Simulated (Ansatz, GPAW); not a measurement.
# Y2COS MXene monolayer: simulated STM images, part 2 of 2

What would a tunnelling microscope show on Y2COS MXene monolayer?

GPAW 26.7.0 and Ansatz 0.2.0; Ansatz plane waves; layer without images along its normal, relaxation of atoms and in-plane cell (the session's first sound run).

So far, upper work function (eV): step 3 (plane waves, PBE) 5.14.

## Step 4: A second plane-wave code

A second program with its own datasets checks the number independently.

This step: Ansatz plane waves; slab in vacuum with a dipole correction (Ansatz 0.2.0).

Input file input.yaml:

```yaml
crystal:
  lattice:
    - [3.6364901778, 0.0, 0.0]
    - [-1.8182450889, 3.1492928746, 0.0]
    - [0.0, 0.0, 35.5944406225]
  atoms:
    - { symbol: S, position: [0.3333333333, 0.6666666667, 0.2575684032] }
    - { symbol: "Y", position: [0.6666666667, 0.3333333333, 0.3030216373] }
    - { symbol: C, position: [0.0, 0.0, 0.3416629605] }
    - { symbol: "Y", position: [0.3333333333, 0.6666666667, 0.3919577529] }
    - { symbol: O, position: [0.6666666667, 0.3333333333, 0.4109693459] }
kpoints:
  mp_grid: { grid: [9, 9, 1] }
hamiltonian:
  xc: pbe
scf:
  occupations: { method: fermi_dirac, width: 0.05 }
efield:
  axis: 3
  dipole_correction: true
  ramp_width: 0.05
output:
  forces: true
  band_densities: [{ e_range: [-0.5, 0] }, { e_range: [0, 0.5] }]
  write_potential: true
  write_density: true
  volumetric_format: npy
  elf: true
```

Run with:

```sh
$ ansatz run input.yaml --threads 4 --pin off --max-ram 8192MiB --backend cpu --events-out ev --progress --plain --runs-dir out
```

Run time: 3.6 s. Hardware: 4 threads of Intel Xeon Platinum 8375C at 2.90GHz (Ice Lake), shared host; peak memory 0.94 GiB.

This step gave:

| Item | Value |
| --- | --- |
| upper work function | 5.127 eV |
| lower work function | 6.786 eV |
| dipole along the normal | 0.1050 e·Å |
| dipole field | 0.04660 V/Å |
| vacuum level above | 2.286 eV |
| vacuum level below | 3.945 eV |
| corrugation e range -0.5 0 3 | 0.5038 Å |
| decay e range -0.5 0 | 1.294 Å⁻¹ |
| apparent barrier e range -0.5 0 | 6.384 eV, hbar² kappa² / 2m (holds the in-plane momentum too) |
| corrugation e range 0 0.5 3 | 0.1478 Å |
| decay e range 0 0.5 | 1.134 Å⁻¹ |
| apparent barrier e range 0 0.5 | 4.902 eV, hbar² kappa² / 2m (holds the in-plane momentum too) |

The electrostatic potential energy of an electron (with the applied field's), less the Fermi level, planar mean by z:

z (Å), electrostatic potential energy of an electron (with the applied field's), less the Fermi level, planar mean (eV) and a bar from the least value:
```
        0        6.8 ##############################
        2        6.8 ##############################
        4        6.8 ##############################
        6        6.8 ##############################
        8        5.8 ############################
       10       -3.9 #############
       12       -4.4 ############
       14      -12.2 
       16        4.8 ###########################
       18        5.1 ###########################
       20        5.1 ###########################
       22        5.1 ###########################
       24        5.1 ###########################
       26        5.1 ###########################
       28        5.1 ###########################
       30        6.2 #############################
       32        6.8 ##############################
       34        6.8 ##############################
```

Valence density, planar mean against z:

z (Å), valence density, planar mean (e/Å³) and a bar:
```
        6      0.000 
        7      0.002 
        8      0.055 ##
        9      0.333 ############
       10      0.361 #############
       11      0.658 ########################
       12      0.350 #############
       13      0.209 ########
       14      0.813 ##############################
       15      0.433 ################
       16      0.015 #
       17      0.001 
       18      0.000
```

E_range_-0.5_0. Table of planar mean of the window's density by height over the top atom:

height over the top atom (Å), log10 planar mean of the window's density (e/Å³) and a bar from the least value:
```
     1.50       -3.3 ##############################
     1.70       -3.5 #############################
     1.90       -3.7 ############################
     2.10       -4.0 ###########################
     2.30       -4.2 ##########################
     2.50       -4.4 #########################
     2.70       -4.7 ########################
     2.90       -4.9 #######################
     3.10       -5.1 ######################
     3.30       -5.3 #####################
     3.50       -5.6 ####################
     3.70       -5.8 ###################
     3.90       -6.0 ##################
     4.10       -6.2 #################
     4.30       -6.5 #################
     4.50       -6.7 ################
     4.70       -6.9 ###############
     4.90       -7.1 ##############
     5.10       -7.4 #############
     5.30       -7.6 ############
     5.50       -7.8 ###########
     5.70       -8.0 ##########
     5.90       -8.2 #########
     6.10       -8.4 ########
     6.30       -8.7 #######
     6.50       -8.9 ######
     6.70       -9.1 #####
     6.90       -9.3 #####
     7.10       -9.5 ####
     7.30       -9.7 ###
     7.50       -9.9 ##
     7.70      -10.2 #
     7.90      -10.4
```

Density over a1 and a2. Constant height 3 Å over the top atom, window e_range_-0.5_0.

Values in units of 1e-5 e/Å³, 12 rows by 16 columns, each cell a mean:
```
0.6 0.6 0.7 0.7 0.8 0.9 1.0 1.0 1.0 0.9 0.9 0.8 0.7 0.6 0.6 0.6
0.7 0.7 0.7 0.7 0.8 0.8 0.8 0.8 0.8 0.8 0.8 0.7 0.7 0.7 0.7 0.6
0.8 0.8 0.8 0.8 0.8 0.8 0.8 0.8 0.8 0.8 0.8 0.8 0.8 0.8 0.8 0.8
0.9 0.9 0.8 0.8 0.7 0.7 0.7 0.8 0.8 0.8 0.9 1.0 1.0 1.0 1.0 1.0
1.1 1.0 0.8 0.8 0.7 0.7 0.8 0.8 0.9 1.0 1.1 1.2 1.3 1.3 1.3 1.2
1.1 1.0 0.8 0.8 0.7 0.8 0.9 1.0 1.1 1.3 1.4 1.5 1.6 1.5 1.4 1.3
1.1 0.9 0.8 0.8 0.8 0.9 1.0 1.2 1.4 1.6 1.7 1.8 1.8 1.7 1.5 1.3
1.0 0.8 0.8 0.7 0.8 0.9 1.1 1.4 1.6 1.8 1.9 1.9 1.8 1.6 1.4 1.2
0.8 0.7 0.7 0.7 0.8 1.0 1.2 1.5 1.7 1.8 1.9 1.8 1.7 1.5 1.2 1.0
0.7 0.6 0.7 0.7 0.9 1.1 1.3 1.5 1.6 1.7 1.7 1.6 1.4 1.2 1.0 0.8
0.6 0.6 0.6 0.7 0.9 1.1 1.2 1.4 1.5 1.5 1.4 1.3 1.1 0.9 0.8 0.7
0.6 0.6 0.6 0.7 0.9 1.0 1.1 1.2 1.2 1.2 1.1 1.0 0.9 0.7 0.6 0.6
```
Columns: a1 from 0 to 0.96; rows upwards: a2 from 0 to 0.96.

Tip height over the top atom over a1 and a2. Constant current at the density 1.012e-05 e/Å^3, window e_range_-0.5_0.

Ten even steps from '_' (2.71 Å) to '@' (3.21 Å):
```
______..::----==++++++++**++++++++==----::..______
____....::----======++++++++======----::....______
......::::------==============------::::..........
::::::::::----------====----------::::::::::::::::
--------------------------------------------------
----------------------------------------==========
======----------::::::----------========++++++++==
++++====------::::::::------====++++++++******++++
++++====------::::::------====++++****************
**++++====----::::----====++++****##############**
**++++====----------====++++**######%%%%%%%%######
****++==------------==++****####%%%%%%%%%%%%%%####
**++++==----------==++++**##%%%%%%@@@@@@@@%%%%%%##
**++====--------====++**##%%%%@@@@@@@@@@@@@@%%%%##
**++==----------==++**####%%@@@@@@@@@@@@@@@@%%####
++++==--------==++++**##%%%%@@@@@@@@@@@@@@%%%%##**
++==----::----==++**####%%@@@@@@@@@@@@@@@@%%####**
==----::::----==++**##%%%%@@@@@@@@@@@@@@%%%%##**++
----::::::----==++**##%%%%@@@@@@@@@@@@%%%%##**++==
--::....::--==++****##%%%%@@@@@@@@@@%%%%##****++==
::......::--==++****##%%%%%%@@@@%%%%%%##****++==--
..____..::--==++****####%%%%%%%%%%####****++==--::
______..::--==++++**######%%%%######**++++==--::..
______..::--====++****##########****++====--::..__
______..::----==++++************++++==----::..____
```
Columns: a1 from 0 to 0.96; rows upwards: a2 from 0 to 0.96.

E_range_0_0.5. Planar mean of the window's density against height over the top atom:

```
height over the top atom (Å)  planar mean of the window's density (e/Å³)
                        1.50                                      1.9e-4
                        1.90                                      7.9e-5
                        2.10                                      5.2e-5
                        2.50                                      2.2e-5
                        2.70                                      1.5e-5
                        3.10                                      6.1e-6
                        3.30                                      3.9e-6
                        3.70                                      1.6e-6
                        3.90                                      1.0e-6
                        4.30                                      4.1e-7
                        4.50                                      2.6e-7
                        4.90                                      1.0e-7
                        5.10                                      6.5e-8
                        5.50                                      2.6e-8
                        5.70                                      1.6e-8
                        6.10                                      6.4e-9
                        6.30                                      4.0e-9
                        6.70                                      1.6e-9
                        6.90                                     9.9e-10
                        7.30                                     3.9e-10
                        7.50                                     2.5e-10
                        7.90                                     9.7e-11
```

Density over a1 and a2. Constant height 3 Å over the top atom, window e_range_0_0.5.

Ten even steps from '0' (6.46 × 1e-6 e/Å³) to '9' (8.90 × 1e-6 e/Å³):
```
0001123344555554433211000
0001123344455444332110000
0111223344444443322111000
1112233334444333322111111
2222333333433333322222112
2333333333333333333222222
3333333333333333333333333
4444333333333344444444444
5444433333334444555555555
5544443333444455566666665
5554433333445556677777766
6554433334455667778887776
6544333334456677888888776
5544333344556788999998876
5443333344567789999998776
5433333345567899999998765
4332223345677899999987765
3322223345678899999887654
2211122345678899998876543
2111122345678899988765432
1101122345677888877654322
0000112345677787776543211
0000112345667777665432110
0000122345566666554322100
0000122345556655543221000
```
Columns: a1 from 0 to 0.96; rows upwards: a2 from 0 to 0.96.

Tip height over the top atom over a1 and a2. Constant current at the density 7.584e-06 e/Å^3, window e_range_0_0.5.

Values in Å, 12 rows by 16 columns, each cell a mean:
```
2.93 2.94 2.95 2.97 2.98 3.00 3.00 3.01 3.01 3.00 2.99 2.98 2.96 2.94 2.93 2.93
2.95 2.95 2.96 2.97 2.98 2.99 3.00 3.00 2.99 2.99 2.98 2.97 2.96 2.95 2.94 2.94
2.97 2.97 2.98 2.98 2.99 2.99 2.99 2.99 2.99 2.98 2.98 2.97 2.97 2.97 2.97 2.97
2.99 2.99 2.99 2.99 2.99 2.99 2.99 2.99 2.99 2.99 2.99 3.00 3.00 3.00 3.00 3.00
3.01 3.00 3.00 2.99 2.99 2.99 2.99 3.00 3.00 3.01 3.02 3.02 3.02 3.02 3.02 3.02
3.02 3.01 3.00 2.99 2.99 2.99 3.00 3.01 3.02 3.03 3.04 3.04 3.05 3.04 3.04 3.03
3.01 3.00 2.99 2.98 2.99 2.99 3.01 3.02 3.04 3.05 3.06 3.06 3.06 3.05 3.04 3.03
3.00 2.99 2.98 2.98 2.98 3.00 3.01 3.03 3.05 3.06 3.07 3.07 3.06 3.05 3.04 3.02
2.98 2.97 2.96 2.97 2.98 3.00 3.02 3.04 3.05 3.06 3.07 3.06 3.05 3.04 3.02 3.00
2.95 2.95 2.95 2.96 2.98 3.00 3.02 3.04 3.05 3.06 3.06 3.05 3.03 3.02 2.99 2.97
2.93 2.93 2.94 2.96 2.98 3.00 3.02 3.03 3.04 3.04 3.04 3.02 3.01 2.99 2.96 2.95
2.92 2.93 2.94 2.96 2.98 3.00 3.01 3.02 3.03 3.02 3.01 3.00 2.98 2.96 2.94 2.93
```
Columns: a1 from 0 to 0.96; rows upwards: a2 from 0 to 0.96.

Band density in the ca plane at fractional y = 0.333, with atoms of Y and O within 0.2 Å of it.

Values in Å⁻³, 6 rows by 16 columns, each cell a mean:
```
0.00 0.00 0.01 0.01 0.01 0.02 0.02 0.01 0.01 0.00 0.00 0.00 0.00 0.00 0.00 0.00
0.00 0.00 0.00 0.01 0.03 0.03 0.01 0.01 0.13 0.02 0.00 0.00 0.00 0.00 0.00 0.00
0.00 0.00 0.00 0.01 0.03 0.02 0.01 0.01 0.08 0.02 0.00 0.00 0.00 0.00 0.00 0.00
0.00 0.00 0.01 0.01 0.01 0.02 0.03 0.01 0.01 0.00 0.00 0.00 0.00 0.00 0.00 0.00
0.00 0.00 0.02 0.02 0.01 0.04 0.05 0.02 0.00 0.00 0.00 0.00 0.00 0.00 0.00 0.00
0.00 0.00 0.02 0.02 0.01 0.04 0.05 0.01 0.00 0.00 0.00 0.00 0.00 0.00 0.00 0.00
```
Columns run along c (16.0 Å, from fractional 0.18 to 0.63 of the cell), rows up along a (3.6 Å). Atoms in or near the plane, at fractional coordinates: Y at (0.30, 0.67), O at (0.41, 0.67).

Band density in the ca plane at fractional y = 0.333, with atoms of Y and O within 0.2 Å of it.

Values in units of 1e-2 Å⁻³, 6 rows by 16 columns, each cell a mean:
```
0.0 0.1 0.5 0.7 0.7 1.2 1.2 0.3 0.7 0.1 0.0 0.0 0.0 0.0 0.0 0.0
0.0 0.0 0.1 0.2 1.3 1.5 0.3 0.2 3.8 0.3 0.0 0.0 0.0 0.0 0.0 0.0
0.0 0.0 0.2 0.3 1.3 1.2 0.4 0.2 2.8 0.3 0.0 0.0 0.0 0.0 0.0 0.0
0.0 0.1 0.8 1.1 0.5 1.6 1.7 0.4 0.3 0.1 0.0 0.0 0.0 0.0 0.0 0.0
0.0 0.2 1.6 2.1 0.5 3.0 3.6 0.8 0.2 0.0 0.0 0.0 0.0 0.0 0.0 0.0
0.0 0.2 1.4 1.8 0.5 2.7 3.2 0.8 0.2 0.1 0.0 0.0 0.0 0.0 0.0 0.0
```
Columns run along c (16.0 Å, from fractional 0.18 to 0.63 of the cell), rows up along a (3.6 Å). Atoms in or near the plane, at fractional coordinates: Y at (0.30, 0.67), O at (0.41, 0.67).

ELF in the ca plane at fractional y = 0.333, with atoms of Y and O within 0.2 Å of it. It is the smooth field of the valence electrons, not physical close to the nuclei.

Ten even steps from '0' (0.00) to '9' (0.83), each cell a mean:
```
00001246631366313420025676420000000000000000
00000012114999831111379998631000000000000000
00000000017978960011598699741000000000000000
00000000017977960011598589742000000000000000
00000012114999831111379998631000000000000000
00001245532476412320135776421000000000000000
00002478874111146631111222100000000000000000
00013689997311478741242100000000000000000000
00013689997412478741243100000000000000000000
00012578884111247631111112100000000000000000
```
Columns run along c (16.0 Å, from fractional 0.18 to 0.63 of the cell), rows up along a (3.6 Å). Atoms in or near the plane, at fractional coordinates: Y at (0.30, 0.67), O at (0.41, 0.67).

The upper face's work function is 5.127 eV, against 5.142 eV in the first plane-wave PBE run at this geometry.

## Step 5: Side by side

Results and costs are gathered.

This step: comparison of work functions, dipole and cost (GPAW 26.7.0).

Ladder, by row:

```
  step    code  work function, upper (eV)  work function, lower (eV)  dipole (e Å)  wall time (s)  peak memory (GiB)  threads
    pw    GPAW                      5.142                      6.793        0.1044          100.8               0.56        1
ansatz  Ansatz                      5.127                      6.786         0.105           3.61              0.938        4
```

## Step 6: A changed run

One more run, with changed settings.

This step: GPAW, PAW setups; slab in vacuum (GPAW 26.7.0).

Input file run.py:

```python
import json
import numpy as np
from ase import Atoms
from gpaw import GPAW, PW

slab = Atoms(
    ['S', 'Y', 'C', 'Y', 'O'],
    positions=[
        [0.00000, 2.09953, 9.00000],
        [1.81825, 1.04976, 10.61788],
        [-0.00000, -0.00000, 11.99330],
        [0.00000, 2.09953, 13.78351],
        [1.81825, 1.04976, 14.46022]],
    cell=[[3.63649, 0.0, 0.0], [-1.81825, 3.14929, 0.0], [0.0, 0.0, 23.4602]],
    pbc=[True, True, False])

slab.calc = GPAW(mode=PW(500), xc='PBE', kpts={'size': (9, 9, 1), 'gamma': True},
                 occupations={'name': 'fermi-dirac', 'width': 0.05}, nbands='80%',
                 convergence={'density': 1e-05}, maxiter=75,
                 poissonsolver={'dipolelayer': 'xy'},
                 symmetry={'tolerance': 1e-3}, txt='slab.txt')
result = {}
energy = slab.get_potential_energy()
fermi = slab.calc.get_fermi_level()
v = slab.calc.get_electrostatic_potential().mean((0, 1)) - fermi
n = slab.calc.get_pseudo_density().mean((0, 1))
L = slab.cell[2, 2]
z = np.arange(len(v)) * L / len(v)
low, high = slab.positions[:, 2].min(), slab.positions[:, 2].max()
below, above = np.interp([low - 6.8, high + 6.8], z, v)
slopes = [np.interp(x, z, np.gradient(v, z)) for x in (low - 6.8, high + 6.8)]
eps = np.array([[slab.calc.get_eigenvalues(k, s) for k in range(len(slab.calc.get_ibz_k_points()))]
                for s in range(slab.calc.get_number_of_spins())]) - fermi
top, bottom = eps[eps < 0].max(), eps[eps > 0].min()
dipole = slab.get_dipole_moment()[2]
print(f'energy {energy:.4f} eV, Fermi level {fermi:.4f} eV, dipole {dipole:.5f} e A')
print(f'potential 6.8 A off the faces, from the Fermi level: lower {below:.4f} eV, upper {above:.4f} eV')
print(f'slope of the potential there: lower {slopes[0]:.5f}, upper {slopes[1]:.5f} eV/A')
print(f'nearest levels on the mesh: {top:.4f} and {bottom:.4f} eV')
print('magnetic moment', round(slab.get_magnetic_moment(), 3))
result.update(energy=energy, fermi=fermi, dipole=dipole, below=below, above=above, slopes=slopes, edges=[top, bottom],
              z=z.tolist(), v=v.tolist(), n=n.tolist(), positions=slab.positions.tolist(),
              forces=slab.get_forces(apply_constraint=False).tolist(), moments=slab.get_magnetic_moments().tolist())
json.dump(result, open('result.json', 'w'))
```

Run with:

```sh
$ OMP_NUM_THREADS=1 OPENBLAS_NUM_THREADS=1 python run.py
```

The job ended after 0.95 s (1 thread; peak memory 0.11 GiB).

The input was rejected at the start.

The program's message: “ValueError: Too few bands! Electrons: 38.0, bands: 80%”

The change that led to it: nbands = "80 % of the filled bands".

## Step 7: What came out

```
work function, upper and lower face : 5.142 and 6.793 eV
dipole along the normal             : 0.104 e Å
corrugation at -0.5 V               : 0.542 Å
corrugation at 0.5 V                : 0.164 Å
```

The corrugation at constant current is largest at -0.5 V, where the tip height varies by 0.54 Å over the cell. Negative sample bias images filled states, positive bias empty ones. The two faces differ by 1.7 eV, the step that the slab's dipole makes (e p/(ε0 A) gives 1.6 eV), so the dipole layer is needed. The two plane-wave codes differ by 0.015 eV on the upper face. The images are of Tersoff-Hamann type: an s-wave tip, no tip-sample forces, heights closer than in a microscope. Ansatz gives corrugations of 0.50 Å at -0.5 V (GPAW 0.54) and 0.15 Å at 0.5 V (GPAW 0.16). GPAW's time includes a further run over the whole zone for the images, so the two times are not like for like. The starting lattice was a guess from atomic radii; the relaxation moved it by 5 %. The layer's cell and atoms come from the relaxation; spin-orbit coupling and temperature are left out.

[Logs are printed without paths, hosts, clocks, repeated set-up lines and the standing remarks that a program may print on its own settings, such as how far it seeks lower states.]

[Hosts, paths, dates, database ids (printed as entryN), source tags and the programs' standing remarks are cut or masked in the printed files.]
